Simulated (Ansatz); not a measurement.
**How many bands does the GW gap of Na3WO4Cl (P4/nmm) need?**

Wanted: a G0W0 gap for Na3WO4Cl (P4/nmm) that is converged in bands and cutoff, or an estimate of the limit.

Method: G0W0 on PBE, plane waves, PAW; PAW set soft_1, in Ansatz 0.2.0.

**1. The structure**

Symmetry: P4/nmm, No. 129, tetragonal system. The conventional cell has a = 7.518 Å, b = 7.518 Å, c = 5.360 Å, α = 90.00°, β = 90.00°, γ = 90.00°. Nearest to Na lie 4 O at 2.35 Å and 2 Cl at 2.59 to 2.77 Å. Na has 4 O at 2.51 Å and 2 Cl at 2.79 Å nearest. W has 4 O at 1.79 Å nearest. Nearest to Cl lie 6 Na at 2.59 to 2.79 Å. O has 1 W at 1.79 Å and 3 Na at 2.35 to 2.51 Å nearest. Farther neighbours and most contacts between anions are not listed.

Geometry: measured cell, ions relaxed with PBE. The runs that relaxed it are not among those shown. Spin-orbit coupling is left out unless a step names it.

**2. 167 empty bands, screening to 39 eV**

G0W0 replaces the xc potential by the self-energy, built once from these orbitals. Only a window of levels is corrected, while the sums run over the empty bands that the input names. This step takes PAW set soft_1 files.

input.yaml

```yaml
crystal:
  lattice:
    - [7.5181, 0.0, 0.0]
    - [0.0, 7.5181, 0.0]
    - [0.0, 0.0, 5.36]
  atoms:
    - { symbol: Na, position: [0.5, 0.0, 0.3583961323] }
    - { symbol: Na, position: [0.0, 0.5, 0.6416038677] }
    - { symbol: Na, position: [0.75, 0.25, 0.0] }
    - { symbol: Na, position: [0.25, 0.25, 0.0] }
    - { symbol: Na, position: [0.25, 0.75, 0.0] }
    - { symbol: Na, position: [0.75, 0.75, 0.0] }
    - { symbol: W, position: [0.0, 0.0, 0.5] }
    - { symbol: W, position: [0.5, 0.5, 0.5] }
    - { symbol: Cl, position: [0.5, 0.0, 0.842004016] }
    - { symbol: Cl, position: [0.0, 0.5, 0.157995984] }
    - { symbol: O, position: [0.8093847799, 0.0, 0.2988767308] }
    - { symbol: O, position: [0.5, 0.3093847799, 0.2988767308] }
    - { symbol: O, position: [0.1906152201, 0.0, 0.2988767308] }
    - { symbol: O, position: [0.5, 0.6906152201, 0.2988767308] }
    - { symbol: O, position: [0.3093847799, 0.5, 0.7011232692] }
    - { symbol: O, position: [0.0, 0.1906152201, 0.7011232692] }
    - { symbol: O, position: [0.6906152201, 0.5, 0.7011232692] }
    - { symbol: O, position: [0.0, 0.8093847799, 0.7011232692] }
kpoints:
  mp_grid: { grid: [2, 2, 4] }
hamiltonian:
  xc: pbe
  pseudopotentials: { kind: paw, azcp: { folder: soft_1 } }
scf:
  occupations: { method: fixed }
gw:
  n_empty_bands: 167
  ecut_chi: 39
  qp_bands: [v4, c4]
  qp_kpoints: band_edges
  screening: { model: contour_deformation }
```

Run with:

```sh
$ ansatz run input.yaml --threads 2 --pin off --max-ram 92160MiB --backend cuda --events-out ev --progress --plain --runs-dir out --devices 1 --max-vram 13GiB
```

Numbers of over 12 decimals in the logs are rounded to 6 here.

Output:

```text
GPUs: using 1 of 1 available (devices: 1).
Engine: ansatz 0.2.0, x86_64-unknown-linux-gnu
Pseudopotentials: kind: paw
Pseudopotential: Na, paw, valence charge 9, recommended cutoff 420 eV (normal), soft_1/Na.paw.azcp
Pseudopotential: W, paw, valence charge 14, recommended cutoff 420 eV (normal), soft_1/W.paw.azcp
Pseudopotential: Cl, paw, valence charge 7, recommended cutoff 420 eV (normal), soft_1/Cl.paw.azcp
Pseudopotential: O, paw, valence charge 6, recommended cutoff 420 eV (normal), soft_1/O.paw.azcp
Functional definition: PBE
  parameter kappa = 0.804
  parameter beta = 0.066725
  exchange = pbe_x(kappa = kappa, mu = beta*pi^2/3)
  correlation = pbe_c(beta = beta)
device memory: the entry about to start is reckoned to put 3.3 GiB on a device that reports 35.7 GiB free (of which the cap on the GPU budget leaves the run 13.0 GiB)
GPU FFT provider: cuFFT
GPU libraries: cuBLAS 13.8.2, cuFFT 12.4.0, cuSOLVER 12.3.4
Crystal: 18 atoms, lattice volume = 302.957 Å³
Basis set: ecut = 420 eV, 5929 PW (Γ)
Bands: 90, of which v1, the nominal top of the filled ones, is band 72 counted from 1 (71 counted from 0)
Symmetry: 16 space group operations
Space group: P4/nmm (ITA 129), of the structure as read, at distance tolerance 6.7e-5 Å
k-points: 9 of 16
Non-local potential: Na, projectors of the file, l = 0: 3, l = 1: 2, l = 2: 1
Non-local potential: W, projectors of the file, l = 0: 3, l = 1: 2, l = 2: 2, l = 3: 1
Non-local potential: Cl, projectors of the file, l = 0: 2, l = 1: 2, l = 2: 1
Non-local potential: O, projectors of the file, l = 0: 2, l = 1: 2, l = 2: 1
PAW form: soft (Blöchl's): semilocal exchange-correlation on the pseudo side does not see the compensation charge
PAW one-centre angular grid: Na, 110 points (default); XC on 64 Gauss nodes
PAW one-centre angular grid: W, 590 points (default); XC on 64 Gauss nodes
PAW one-centre angular grid: Cl, 110 points (default); XC on 64 Gauss nodes
PAW one-centre angular grid: O, 110 points (default); XC on 64 Gauss nodes
Initial density: superposition of atomic densities (chi_scale 0.1, normalization cell, long waves kept (reshape's long-wave potential 0.05 eV rms))
Initial wavefunctions: pseudopotential atomic-orbital guess
GPU buffer pool allocated for 104976 grid points (all kernels)
GPU transforms: local potential and band sums: pruned to the plane-wave sphere, on 54×54×36
Functional: x = pbe(κ = 0.804, μ = 0.219515), c = pbe(β = 0.066725)
SCF iter   1: F=—  HF=-36418.703099 eV  |F-HF|=—  |Δ(HF+E_count)|=         —  Δρ=9.22e-2  dr2=3.57e1  ethr=3.10e-3  ⟨swp⟩=5.0  Hψ=2406  notcnv=0  defer=127
preconditioner: auto → Resta (q_TF=auto, 2.410 Å⁻¹)  ε∞=3.3  [insulator: Δε(μ)=4.376 eV  Ē_g=12.606 eV  n_scr=68 (ndim 8)  ℏωp=19.1 eV  f_vac=0.000  ε∞_Penn≈3.3]
SCF iter   2: F=—  HF=-36408.899770 eV  |F-HF|=—  |Δ(HF+E_count)|=    9.80e0  Δρ=4.48e-2  dr2=5.42e0  ethr=3.10e-3  ⟨swp⟩=3.0  Hψ=1644  notcnv=0  defer=126
SCF iter   3: F=—  HF=-36407.504830 eV  |F-HF|=—  |Δ(HF+E_count)|=    1.39e0  Δρ=1.99e-2  dr2=1.98e0  ethr=3.10e-3  ⟨swp⟩=2.4  Hψ=1089  notcnv=0  defer=131
SCF iter   4: F=—  HF=-36407.019885 eV  |F-HF|=—  |Δ(HF+E_count)|=   4.85e-1  Δρ=7.27e-3  dr2=2.13e-1  ethr=1.38e-3  ⟨swp⟩=2.3  Hψ=1256  notcnv=0  defer=130
SCF iter   5: F=—  HF=-36406.998749 eV  |F-HF|=—  |Δ(HF+E_count)|=   2.11e-2  Δρ=1.87e-3  dr2=1.36e-2  ethr=1.48e-4  ⟨swp⟩=2.1  Hψ=975  notcnv=0  defer=144
SCF iter   6: F=—  HF=-36407.006464 eV  |F-HF|=—  |Δ(HF+E_count)|=   7.71e-3  Δρ=6.19e-4  dr2=2.30e-3  ethr=9.43e-6  ⟨swp⟩=2.7  Hψ=1042  notcnv=0  defer=144
SCF iter   7: F=—  HF=-36407.006886 eV  |F-HF|=—  |Δ(HF+E_count)|=   4.22e-4  Δρ=2.23e-4  dr2=2.37e-4  ethr=1.59e-6  ⟨swp⟩=2.0  Hψ=974  notcnv=0  defer=144
SCF iter   8: F=—  HF=-36407.006980 eV  |F-HF|=—  |Δ(HF+E_count)|=   9.35e-5  Δρ=6.74e-5  dr2=1.99e-5  ethr=1.65e-7  ⟨swp⟩=2.3  Hψ=1134  notcnv=0  defer=130
SCF iter   9: F=—  HF=-36407.006981 eV  |F-HF|=—  |Δ(HF+E_count)|=   9.62e-7  Δρ=1.65e-5  dr2=1.40e-6  ethr=1.38e-8  ⟨swp⟩=2.0  Hψ=1023  notcnv=0  defer=124
SCF iter  10: F=-36407.006981 eV  HF=-36407.006981 eV  |F-HF|=1.47e-8  |Δ(HF+E_count)|=   5.80e-8  Δρ=2.18e-6  dr2=1.81e-8  ethr=6.94e-11  ⟨swp⟩=10.3  Hψ=3864  notcnv=0
SCF 1 converged in 10 iterations: F = -36407.006981 eV  dr2 = 1.81e-8
  greatest PAW one-centre occupation: 1.000 electrons in one spin orbital (limit 2), on the W atom at site 7 (counted from 0), in its partial waves of l = 0
device memory: the entry about to start is reckoned to put 4.0 GiB (of the 4.1 GiB reckoned in all, the device holds 0.1 GiB already) on a device that reports 35.6 GiB free (of which the cap on the GPU budget leaves the run 12.9 GiB)
NSCF: frozen V_eff on 9 k-points
the band table was solved once the SCF had ended and its energy, with any forces and stress, was formed, with the checks that follow a solve (3024 applications of the Hamiltonian). They found nothing against the state; the energy, forces and stress were not computed again (output.eigenvalues in the input reference)
device memory: the entry about to start is reckoned to put 3.2 GiB on a device that reports 37.4 GiB free (of which the cap on the GPU budget leaves the run 13.0 GiB)
NSCF: frozen V_eff on 9 k-points
G₀W₀ screening: q 1/9
[... further progress lines ...]
SCF converged after 10 iterations
Free energy (F): -36407.006981 eV
Harris-Foulkes:  -36407.006981 eV  (|F-HF|=1.47e-8)
Internal energy: -36407.006981 eV  (E = F + TS)
E sigma→0 (E₀):  -36407.006981 eV
Fermi energy:    2.481108 eV
--- Per-component energies (eV) ---
  E_band       = -2087.607709
  E_kinetic    = 3168.037060
  E_local      = -15227.599959  (includes V_loc(G=0)·N_el)
  E_nonlocal   = 2102.179311
  E_hartree    = 5422.760560
  E_xc         = -1544.459795
  E_vxc        = -1709.549292  (∫ρ·V_xc dr)
  E_paw        = -21533.543169  (= ΣΔE_a)
  E_vpaw       = -1266.207618  (= ΣTr[D̂ρ^β])
  E_aug_tail   = 0.006852  (compensation charges beyond the density's cutoff)
  E_ewald      = -8794.387840
  E_smearing   = -0.000000  (= −TS)
  E_closure    = 0.000000  (closes the sum)
  Σ components = -36407.006981   (vs F -36407.006981, Δ=0.00e0)
--- Band table (eV; the first three rows and the last of 9) ---
  k-point 0: bands = [... 68 lower, 2.1790, 2.3340, 2.3340, 2.4610, 7.1464, 7.5321, 7.8333, 8.0221, ... 14 higher]
  k-point 1: bands = [... 68 lower, 2.2961, 2.4043, 2.4043, 2.4506, 7.6332, 7.6558, 8.0316, 8.0511, ... 14 higher]
  k-point 2: bands = [... 68 lower, 2.3908, 2.4402, 2.4785, 2.4785, 7.7362, 7.9644, 8.0757, 8.1883, ... 14 higher]
  k-point 8: bands = [... 68 lower, 2.2626, 2.2626, 2.4811, 2.4811, 7.8641, 7.8641, 8.1517, 8.1517, ... 14 higher]
--- G₀W₀: contour deformation, 5 samples at zero and on the imaginary axis and 1 off it, 16 q-points, 167 empty bands' worth ---
  eigenvalues of the whole cell's RPA ε∞ on this k-mesh (on a slab, of 1 + 4πα/V) = 2.4625, 2.4625, 2.4654; static W/v taken at q = 0 is 0.406000
  bands read: the sum over 239 bands ends inside a degenerate multiplet in 7 slots, whose members it reads at an even weight; the widest, k=1: bands 239 to 240 (counted from 1) at 1/2 each
  gw.qp_kpoints: band_edges: 9 of 9 stored k-points solved, in 1 pass; an edge of the gap read off the rows below is read off those points alone
    ik  band        ε_KS         Σx   Σc(E_QP)       V_xc       Z   E_QP_lin       E_QP  E_QP is
     0    69      2.1790   -24.8890     4.3642   -19.4968  0.7725     1.1359     1.1511  root
     0    70      2.3340   -24.8944     4.2706   -19.6193  0.7756     1.3156     1.3296  root
     0    71      2.3340   -24.8944     4.2706   -19.6193  0.7756     1.3156     1.3296  root
     0    72      2.4610   -25.3024     4.2836   -20.1004  0.7745     1.5314     1.5427  root
     0    73      7.1464    -7.5229    -3.0314   -11.8024  0.8537     8.4068     8.3946  root
     0    74      7.5321   -15.0381    -3.1111   -20.4149  0.8215     9.8495     9.7978  root
     0    75      7.8333   -13.9440    -3.1281   -19.1910  0.8247     9.9976     9.9523  root
     0    76      8.0221   -13.2297    -3.1358   -18.3849  0.8287    10.0815    10.0415  root
     1    69      2.2961   -24.5441     4.1574   -19.3391  0.7789     1.2334     1.2485  root
     1    70      2.4043   -25.1738     4.3186   -19.8811  0.7744     1.4172     1.4303  root
     1    71      2.4043   -25.1738     4.3186   -19.8811  0.7744     1.4172     1.4303  root
     1    72      2.4506   -25.3030     4.2837   -20.0945  0.7746     1.5144     1.5259  root
     1    73      7.6332   -15.4391    -3.1135   -20.8574  0.8188     9.9930     9.9380  root
     1    74      7.6558   -10.2249    -3.0189   -14.8789  0.8403     9.3143     9.2908  root
     1    75      8.0316   -15.4519    -3.1022   -20.8582  0.8168    10.3928    10.3357  root
     1    76      8.0511   -11.1742    -3.1165   -16.0416  0.8376     9.8303     9.8020  root
     2    69      2.3908   -24.3744     4.0390   -19.2823  0.7826     1.3230     1.3377  root
     2    70      2.4402   -25.3039     4.2838   -20.0891  0.7747     1.4975     1.5092  root
     2    71      2.4785   -25.2930     4.3102   -20.0241  0.7748     1.5074     1.5200  root
     2    72      2.4785   -25.2930     4.3102   -20.0241  0.7748     1.5074     1.5200  root
     2    73      7.7362   -15.8642    -3.1202   -21.3320  0.8159    10.1426    10.0838  root
     2    74      7.9644   -15.8334    -3.0751   -21.2509  0.8170    10.3647    10.3068  root
     2    75      8.0757   -16.6724    -3.0911   -22.2200  0.8093    10.6014    10.5323  root
     2    76      8.1883   -16.5873    -3.0767   -22.1065  0.8107    10.6977    10.6308  root
[...]
8    69      2.2626   -24.6377     4.1701   -19.4477  0.7779     1.2285     1.2428  root
     8    70      2.2626   -24.6377     4.1701   -19.4477  0.7779     1.2285     1.2428  root
     8    71      2.4811   -25.4025     4.3502   -20.1175  0.7736     1.5344     1.5463  root
     8    72      2.4811   -25.4025     4.3502   -20.1175  0.7736     1.5344     1.5463  root
     8    73      7.8641   -15.9835    -3.1187   -21.4658  0.8146    10.2885    10.2277  root
     8    74      7.8641   -15.9835    -3.1187   -21.4658  0.8146    10.2885    10.2277  root
     8    75      8.1517   -16.5383    -3.0681   -22.0337  0.8114    10.6445    10.5791  root
     8    76      8.1517   -16.5383    -3.0681   -22.0337  0.8114    10.6445    10.5791  root
```

Run time: 40 s. Hardware: 1 × NVIDIA H100 80GB HBM3 (shared by 6 runs) with 2 threads of AMD EPYC 7R13 (Zen 3), shared host; peak memory 1.4 GiB; 57 s of CPU time.

In the SCF lines HF is the Harris–Foulkes energy and dr2 the Hartree energy of the density residual, in eV; the loop may stop once dr2 is under the threshold and the program's other checks hold. Hψ counts applications of the Hamiltonian.

This step gave:

```
bands summed                                 : 239
RPA ε∞ on this mesh (eigenvalues)            : 2.462, 2.462, 2.465
plane waves in the screening matrix          : 161
q-points in the mesh                         : 16
G0W0 gap on the mesh                         : 6.848 eV
k of the valence top                         : -0.5, -0.5, -0.5
k of the conduction bottom                   : 0, 0, 0
starting gap on the mesh                     : 4.665 eV
Z at the valence top                         : 0.7736
Z at the conduction bottom                   : 0.8537
least direct G0W0 gap on the computed points : 6.852 eV
```

The gap on the mesh goes from 4.67 eV to 6.85 eV, a correction of +2.18 eV. Between the two edge states, bare exchange in place of the xc potential would open the gap by 9.56 eV, and correlation takes back 7.38 eV.

**3. 473 empty bands, screening to 78 eV**

Bands and screening cutoff are moved together, since each hides the error of the other.

input.yaml, as its differences from that of step 2:

```diff
@@ -32,4 +32,4 @@
 gw:
-  n_empty_bands: 167
-  ecut_chi: 39
+  n_empty_bands: 473
+  ecut_chi: 78
   qp_bands: [v4, c4]
```

Output:

```text
GPUs: using 1 of 1 available (devices: 1).
[...]
GPU FFT provider: cuFFT
GPU libraries: cuBLAS 13.8.2, cuFFT 12.4.0, cuSOLVER 12.3.4
Crystal: 18 atoms, lattice volume = 302.957 Å³
Basis set: ecut = 420 eV, 5929 PW (Γ)
Bands: 90, of which v1, the nominal top of the filled ones, is band 72 counted from 1 (71 counted from 0)
Symmetry: 16 space group operations
[...]
k-points: 9 of 16
[...]
GPU buffer pool allocated for 104976 grid points (all kernels)
[...]
SCF iter   1: F=—  HF=-36418.703099 eV  |F-HF|=—  |Δ(HF+E_count)|=         —  Δρ=9.22e-2  dr2=3.57e1  ethr=3.10e-3  ⟨swp⟩=5.0  Hψ=2406  notcnv=0  defer=127
[...]
SCF iter  10: F=-36407.006981 eV  HF=-36407.006981 eV  |F-HF|=1.47e-8  |Δ(HF+E_count)|=   5.80e-8  Δρ=2.18e-6  dr2=1.81e-8  ethr=6.94e-11  ⟨swp⟩=10.3  Hψ=3864  notcnv=0
SCF 1 converged in 10 iterations: F = -36407.006981 eV  dr2 = 1.81e-8
[...]
NSCF: frozen V_eff on 9 k-points
[...]
G₀W₀ screening: q 1/9
[... further progress lines ...]
SCF converged after 10 iterations
Free energy (F): -36407.006981 eV
[...]
Internal energy: -36407.006981 eV  (E = F + TS)
E sigma→0 (E₀):  -36407.006981 eV
Fermi energy:    2.481108 eV
[...]
--- Band table (eV; the first three rows and the last of 9) ---
  k-point 0: bands = [... 68 lower, 2.1790, 2.3340, 2.3340, 2.4610, 7.1464, 7.5321, 7.8333, 8.0221, ... 14 higher]
  k-point 1: bands = [... 68 lower, 2.2961, 2.4043, 2.4043, 2.4506, 7.6332, 7.6558, 8.0316, 8.0511, ... 14 higher]
  k-point 2: bands = [... 68 lower, 2.3908, 2.4402, 2.4785, 2.4785, 7.7362, 7.9644, 8.0757, 8.1883, ... 14 higher]
  k-point 8: bands = [... 68 lower, 2.2626, 2.2626, 2.4811, 2.4811, 7.8641, 7.8641, 8.1517, 8.1517, ... 14 higher]
[...]
0    69      2.1790   -24.8890     4.2991   -19.4968  0.7630     1.0691     1.0861  root
     0    70      2.3340   -24.8944     4.1903   -19.6193  0.7657     1.2333     1.2493  root
     0    71      2.3340   -24.8944     4.1903   -19.6193  0.7657     1.2333     1.2493  root
     0    72      2.4610   -25.3024     4.2015   -20.1004  0.7640     1.4474     1.4606  root
     0    73      7.1464    -7.5229    -3.2235   -11.8024  0.8502     8.2108     8.2024  root
     0    74      7.5321   -15.0381    -3.4570   -20.4149  0.8137     9.4874     9.4519  root
     0    75      7.8333   -13.9440    -3.4396   -19.1910  0.8179     9.6721     9.6407  root
     0    76      8.0221   -13.2297    -3.4298   -18.3849  0.8221     9.7752     9.7475  root
[...]
8    73      7.8641   -15.9835    -3.4527   -21.4658  0.8058     9.9365     9.8937  root
     8    74      7.8641   -15.9835    -3.4527   -21.4658  0.8058     9.9365     9.8937  root
     8    75      8.1517   -16.5383    -3.3849   -22.0337  0.8024    10.3089    10.2623  root
     8    76      8.1517   -16.5383    -3.3849   -22.0337  0.8024    10.3089    10.2623  root
```

Run time: 92 s. Hardware: 1 × NVIDIA H100 80GB HBM3 (shared by 6 runs) with 2 threads; peak memory 2 GiB; 2.3 min of CPU time.

This step gave:

```yaml
bands_summed: 545
rpa_eps_infinity_on_this_mesh_eigenvalues: 2.472, 2.472, 2.474
plane_waves_in_the_screening_matrix: 487
q_points_in_the_mesh: 16
g0w0_gap_on_the_mesh: 6.729 eV
k_of_the_valence_top: -0.5, -0.5, -0.5
k_of_the_conduction_bottom: 0, 0, 0
starting_gap_on_the_mesh: 4.665 eV
z_at_the_valence_top: 0.7633
z_at_the_conduction_bottom: 0.8502
least_direct_g0w0_gap_on_the_computed_points: 6.742 eV
```

Against the run with 2×2×4 mesh, 167 empty bands, screening to 39 eV, PAW set soft_1 files, the gap moves by −0.12 eV.

**4. 1019 empty bands, screening to 130 eV**

input.yaml, as its differences from that of step 3:

```diff
@@ -32,4 +32,4 @@
 gw:
-  n_empty_bands: 473
-  ecut_chi: 78
+  n_empty_bands: 1019
+  ecut_chi: 130.0
   qp_bands: [v4, c4]
```

Output:

```text
GPUs: using 1 of 1 available (devices: 1).
[...]
GPU FFT provider: cuFFT
GPU libraries: cuBLAS 13.8.2, cuFFT 12.4.0, cuSOLVER 12.3.4
Crystal: 18 atoms, lattice volume = 302.957 Å³
Basis set: ecut = 420 eV, 5929 PW (Γ)
Bands: 90, of which v1, the nominal top of the filled ones, is band 72 counted from 1 (71 counted from 0)
Symmetry: 16 space group operations
[...]
k-points: 9 of 16
[...]
0    76      8.0221   -13.2297    -3.6467   -18.3849  0.8178     9.5514     9.5306  root
[...]
8    73      7.8641   -15.9835    -3.7216   -21.4658  0.8006     9.6561     9.6248  root
     8    74      7.8641   -15.9835    -3.7216   -21.4658  0.8006     9.6561     9.6248  root
     8    75      8.1517   -16.5383    -3.6645   -22.0337  0.7969    10.0167     9.9826  root
     8    76      8.1517   -16.5383    -3.6645   -22.0337  0.7969    10.0167     9.9826  root
[key lines of the parts left out:]
SCF converged after 10 iterations
Free energy (F): -36407.006981 eV
Fermi energy:    2.481108 eV
```

The job ended after 4.6 min (1 × NVIDIA H100 80GB HBM3 (shared by 6 runs) with 2 threads; peak memory 3.4 GiB).

Numbers from this step:

```
bands summed                                 : 1091
RPA ε∞ on this mesh (eigenvalues)            : 2.467, 2.467, 2.471
plane waves in the screening matrix          : 1001
G0W0 gap on the mesh                         : 6.834 eV
k of the valence top                         : -0.5, -0.5, -0.5
k of the conduction bottom                   : 0, 0, 0
starting gap on the mesh                     : 4.665 eV
least direct G0W0 gap on the computed points : 6.847 eV
```

Against the run with 2×2×4 mesh, 473 empty bands, screening to 78 eV, PAW set soft_1 files, the gap moves by +0.10 eV.

[end of part 1 of 2]

[Paths, hosts, dates, memory and timing lines, banners, echoed tables and standing remarks are left out of the program output.]

[Logs are printed without paths, hosts, clocks, repeated set-up lines and the standing remarks that a program may print on its own settings, such as how far it seeks lower states.]

[Runs of the session that timed out or met a known fault of the program may be left out.]

[Cells called generated may have been cut or substituted from an entry of the Crystallography Open Database or the Materials Project.]

[Hosts, paths, dates, database ids (printed as entryN), source tags and the programs' standing remarks are cut or masked in the printed files.]
